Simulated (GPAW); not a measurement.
# A GW chain in GPAW: TiO2 (Rutile), part 2 of 2

How does a plane-wave GW calculation on TiO2 (Rutile) run from the first input to the gap?

GPAW 26.7.0; LDA and many-body steps on it, plane waves. Known limits of the many-body steps: not at the basis limit.

So far. Step 3 (Bands along the symmetry lines): The gap is 1.823 eV, as in the run before at this level. Step 4 (Empty states on the mesh, 4×4×6 mesh, 410 bands): On this mesh the gap is 1.823 eV.

**5. Screening and self-energy, 4×4×6 mesh, 186 bands, screening to 120 eV**

G0W0 replaces the xc potential by the self-energy, built once from these orbitals. Only a window of levels is corrected, while the sums run over the empty bands that the input names.

This step: G0W0 on LDA, plane waves, PAW.

The input, run.py:

```python
import json
import numpy as np
from gpaw.mpi import world
from gpaw.response.g0w0 import G0W0

gw = G0W0('full.gpw',
    filename='gw',
    kpts=[0],
    bands=(22, 26),
    ecut=120,
    nbands=186,
    integrate_gamma='WS',
    ppa=True)
gw.calculate()
res = {mode: {k: v for k, v in r.items() if k != 'sigma_eskwn'}
       for mode, r in gw.all_results.items()}

if world.rank == 0:
    with open('result.json', 'w') as f:
        json.dump(res, f, default=lambda x: x.tolist())
```

The run is started by

```sh
$ mpirun -n 4 gpaw python run.py
```

Numbers of over 12 decimals in the logs are rounded to 6 here.

Log:

```text
Using integrator: PointIntegrator
FrequencyGridDescriptor(from 0.000+0.000j to 0.000+27.211j eV, 2 points)
Nonperiodic BCs:  [False False False]
Using integrator: PointIntegrator
FrequencyGridDescriptor(from 0.000+0.000j to 0.000+27.211j eV, 2 points)
Nonperiodic BCs:  [False False False]
  ___  _ _ _
 |   || | | |
 | | || | | |
 |__ ||_____|
 |___|

BZ k-points: Symmetries present (total): 8

  [... matrices ...]
96 k-points: 4 x 4 x 6 Monkhorst-Pack grid + [1/8,1/8,1/12]
28 k-points in the irreducible part of the Brillouin zone
       k-points in crystal coordinates                weights
   0:     0.00000000    0.00000000    0.00000000          1/96
   1:     0.00000000    0.00000000    0.16666667          2/96
   2:     0.00000000    0.00000000    0.33333333          2/96
   3:     0.00000000    0.00000000    0.50000000          1/96
   4:     0.25000000   -0.25000000    0.00000000          2/96
   5:     0.25000000   -0.25000000    0.16666667          4/96
   6:     0.25000000   -0.25000000    0.33333333          4/96
   7:     0.25000000   -0.25000000    0.50000000          2/96
   8:     0.25000000    0.00000000    0.00000000          4/96
   9:     0.25000000    0.00000000    0.16666667          8/96
          ...
  27:     0.50000000    0.50000000    0.50000000          1/96

Distributing spins, k-points and bands (1 x 1 x 4) over 4 processes
Number of blocks: 1

Quasi particle states:
k-points (IBZ indices): [0]
Band range: (22, 26)
  [... matrices ...]
Computational parameters:
Plane wave cut-off: 120 eV
Number of bands: 186
Coulomb cutoff: None
Broadening: 0.1 eV

fxc modes: GW
Kernel: RPA
Using Godby-Needs plasmon-pole approximation:
  Fitting energy: i*E0, E0 = 1.000 Hartree
Summing all q:

Calculating screened Coulomb potential
No Coulomb truncation
FrequencyGridDescriptor(from 0.000+0.000j to 0.000+27.211j eV, 2 points)
Removing empty qpoint cache files...

Calculating chi0 body with:
    Ground state adapter containing:
    Number of spins: 1
    Number of kpoints: 96
    Number of irreducible kpoints: 28
    Number of completely occupied states: 24
    Number of partially occupied states: 24
    Occupied states memory: 4.805419921875 M / cpu

    Linear response parametrization:
    q_c: [0.0, 0.0, 1.3877787807814457e-17]
    Number of frequency points: 2
    Planewave cutoff: 120.0
    Number of bands: 186
    Number of planewaves: 181
    Broadening (eta): 1e-06
    comm.size: 4
    kncomm.size: 4
    blockcomm.size: 1

    Memory estimate of potentially large arrays:
        chi0_wGG: 0.999786 M / cpu
Integrating chi0 body.

Symmetries of q_c:
    Direct symmetries (Uq -> q): 8
    Indirect symmetries (TUq -> q): 0
In total 8 allowed symmetries.

  [... matrices ...]
28 groups of equivalent kpoints. 70.833333% reduction.

Integral kind: response function
Integrating chi0 head and wings.

Symmetries of q_c:
    Direct symmetries (Uq -> q): 8
    Indirect symmetries (TUq -> q): 0
In total 8 allowed symmetries.

  [... matrices ...]
28 groups of equivalent kpoints. 70.833333% reduction.

Integral kind: response function wings

Calculating chi0 body with:
    Ground state adapter containing:
    Number of spins: 1
    Number of kpoints: 96
    Number of irreducible kpoints: 28
    Number of completely occupied states: 24
    Number of partially occupied states: 24
[... the further q-points ...]

Results:
f:      Occupation numbers
eps:     KS-eigenvalues [eV]
vxc:     KS vxc [eV]
exx:     Exact exchange [eV]
sigma:   Self-energies [eV]
dsigma:  Self-energy derivatives
Z:       Renormalization factors
qp:      QP-energies [eV]

k-point 0 (0): (0.000, 0.000, 0.000)                GW
band       f     eps     vxc     exx   sigma  dsigma       Z      qp
                                                                   GW
  22   1.000   4.837 -21.719 -26.023   4.452  -0.313   0.762   4.949
  23   1.000   5.283 -21.477 -25.959   4.651  -0.325   0.755   5.411
  24   0.000   7.106 -22.022 -13.410  -5.988  -0.310   0.764   9.109
  25   0.000   7.394 -21.601 -13.352  -5.785  -0.308   0.764   9.277
```

Wall time 4.6 min (4 MPI ranks of AMD EPYC 9R14 (Zen 4), shared host); peak memory 2.1 GiB.

This step gave:

| Property | Result |
| --- | --- |
| G0W0 gap on the points computed | 3.698 eV |
| least direct G0W0 gap on the computed points | 3.698 eV |
| Z at the valence top | 0.7548 |
| Z at the conduction bottom | 0.7636 |
| starting gap on the mesh | 1.823 eV |
| k of the valence top | 0, 0, 0 |
| k of the conduction bottom | 0, 0, 0 |

The gap on the mesh goes from 1.82 eV to 3.70 eV, a correction of +1.88 eV.

Limits: finite bands, cutoff and mesh. v1 is the top filled band, c1 the lowest empty one. Levels before and after the correction, in eV, zero at the valence-band top of each column:

|  | conduction bottom | valence top |
| --- | --- | --- |
| Kohn-Sham | 1.82 | 0.00 |
| G0W0 | 3.70 | 0.00 |

|  | level | energy (eV) |
| --- | --- | --- |
| Kohn-Sham | Γ v2 | -0.446 |
| Kohn-Sham | Γ v1 | 0.000 |
| Kohn-Sham | Γ c1 | 1.823 |
| Kohn-Sham | Γ c2 | 2.111 |
| G0W0 | Γ v2 | -0.461 |
| G0W0 | Γ v1 | 0.000 |
| G0W0 | Γ c1 | 3.698 |
| G0W0 | Γ c2 | 3.867 |

**6. Where the time went**

Times are wall times on 4 MPI ranks of AMD EPYC 9R14 (Zen 4), shared host, good to a factor of about two.

| step | time | share | memory (GiB) |
| --- | --- | --- | --- |
| ground state | 20 s | 6 % | 0.84 |
| bands along the symmetry lines | 14 s | 4 % | 0.91 |
| empty states on the mesh | 42 s | 12 % | 2.5 |
| screening and self-energy | 4.6 min | 78 % | 2.1 |

**7. Results**

```
LDA gap              : 1.82 eV, direct
G0W0 gap on the mesh : 3.70 eV
GW settings          : 4×4×6 mesh, 186 bands, screening to 120 eV, Godby-Needs plasmon pole
known limits         : not at the basis limit
```

**Reading.** G0W0 moves the gap on the mesh from 1.82 eV to 3.70 eV (+1.88 eV), with Z of 0.75 and 0.76 at the edges. Only 1 of the mesh's irreducible points was corrected, so a valley elsewhere could overtake. The dearest step here is «screening and self-energy». Against experiment, by G0W0@LDA: the direct gap of 3.70 eV lies +0.67 eV from the measured 3.03 eV (direct, 1.6 K, quoted 2020); the gap of 3.70 eV lies +0.42 eV from the measured 3.28 eV (optical, 2023); the gap of 3.70 eV lies +0.61 eV from the measured 3.09 ± 0.06 eV (indirect, on SiO2 (quartz particles), 2024); the gap of 3.70 eV lies +0.65 eV from the measured 3.05 eV (kind not stated, quoted 2021). An exciton line or allowed optical edge lies below the quasiparticle gap by the binding energy; a forbidden edge can push the onset above it. The calculation has static nuclei and no excitons; a measured gap holds zero-point and thermal motion, which mostly lowers it. Bands and cutoff are finite, so the gap is not at the basis limit. The miss can reach some tenths of an eV and take either sign; the mesh is an error of its own. These stock PAW sets were not made for GW. In the G0W0 run levels were corrected at 1 k point alone, so a gap called «on the mesh» is the least over those, and an edge elsewhere would be missed.

[Paths, hosts, dates, memory and timing lines, banners, echoed tables and standing remarks are left out of the program output.]

[Logs are printed without paths, hosts, clocks, repeated set-up lines and the standing remarks that a program may print on its own settings, such as how far it seeks lower states.]

[Runs of the session that timed out or met a known fault of the program may be left out.]

[Hosts, paths, dates, database ids (printed as entryN), source tags and the programs' standing remarks are cut or masked in the printed files.]
